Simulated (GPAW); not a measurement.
Two runs for the Se K edge of atom 2 in YSe (Fm-3m). Run A: GPAW, LDA, excited-electron core hole (neutral cell), 12-atom cell with 7.0 Å between holes, 3×3×3 k points, dipole transitions, Gaussian full width 2.33 eV up to 4 eV, rising linearly to 3.5 eV at 25 eV. Run B has a fault in its input.

Energy from the lowest empty level; intensity scaled to a mean of 1 over the first 20 eV:

```
E (eV)     A     B
  -2.0  0.02  0.03
  -1.5  0.05  0.09
  -1.0  0.12  0.20
  -0.5  0.24  0.36
   0.0  0.41  0.54
   0.5  0.62  0.71
   1.0  0.86  0.85
   1.5  1.07  0.93
   2.0  1.23  0.96
   2.5  1.29  0.92
   3.0  1.27  0.87
   3.5  1.24  0.91
   4.0  1.24  1.08
   4.5  1.33  1.41
   5.0  1.50  1.79
   5.5  1.69  2.09
   6.0  1.83  2.26
   6.5  1.85  2.26
   7.0  1.74  2.13
   7.5  1.51  1.89
   8.0  1.25  1.58
   8.5  0.99  1.24
   9.0  0.78  0.91
   9.5  0.64  0.66
  10.0  0.57  0.50
  10.5  0.56  0.46
  11.0  0.57  0.49
  11.5  0.58  0.54
  12.0  0.58  0.57
  12.5  0.58  0.60
  13.0  0.60  0.66
  13.5  0.63  0.75
  14.0  0.69  0.86
  14.5  0.77  0.95
  15.0  0.85  0.99
  15.5  0.92  0.97
  16.0  0.98  0.92
  16.5  1.00  0.85
  17.0  1.00  0.77
  17.5  0.96  0.68
  18.0  0.91  0.60
  18.5  0.86  0.53
  19.0  0.83  0.52
  19.5  0.83  0.58
  20.0  0.85  0.73
  20.5  0.89  0.96
  21.0  0.94  1.26
  21.5  0.99  1.56
  22.0  1.05  1.82
  22.5  1.12  1.95
  23.0  1.18  1.93
  23.5  1.23  1.76
  24.0  1.25  1.51
  24.5  1.25  1.25
  25.0  1.23  1.05
  25.5  1.19  0.93
  26.0  1.15  0.88
  26.5  1.10  0.87
  27.0  1.06  0.88
  27.5  1.01  0.88
  28.0  0.97  0.88
  28.5  0.94  0.89
  29.0  0.90  0.92
  29.5  0.87  0.96
  30.0  0.83  0.98
  30.5  0.80  0.96
  31.0  0.78  0.90
  31.5  0.77  0.80
  32.0  0.76  0.70
```

What went wrong in run B?

The spectrum is summed over the zone centre alone. Against the first run the r.m.s. difference is 28 %. The highest intensity below 24 eV goes from 6.4 eV (1.86) to 6.2 eV (2.28). Other settings could leave a like mark; this is the one that was changed.

[Banner, clock and machine lines of the logs are left out without a mark of their own.]

[Logs are printed without paths, hosts, clocks, repeated set-up lines and the standing remarks that a program may print on its own settings, such as how far it seeks lower states.]

[Hosts, paths, dates, database ids (printed as entryN), source tags and the programs' standing remarks are cut or masked in the printed files.]

[Lists of maxima count a maximum above −3 eV only where it reaches 4 % of the highest in the window and stands out from its surroundings by 2 % of it (1.5 % where it reaches 55 %); shoulders and weaker maxima are passed over, and of the rest the first, up to two pre-edge ones and the few strongest are named.]
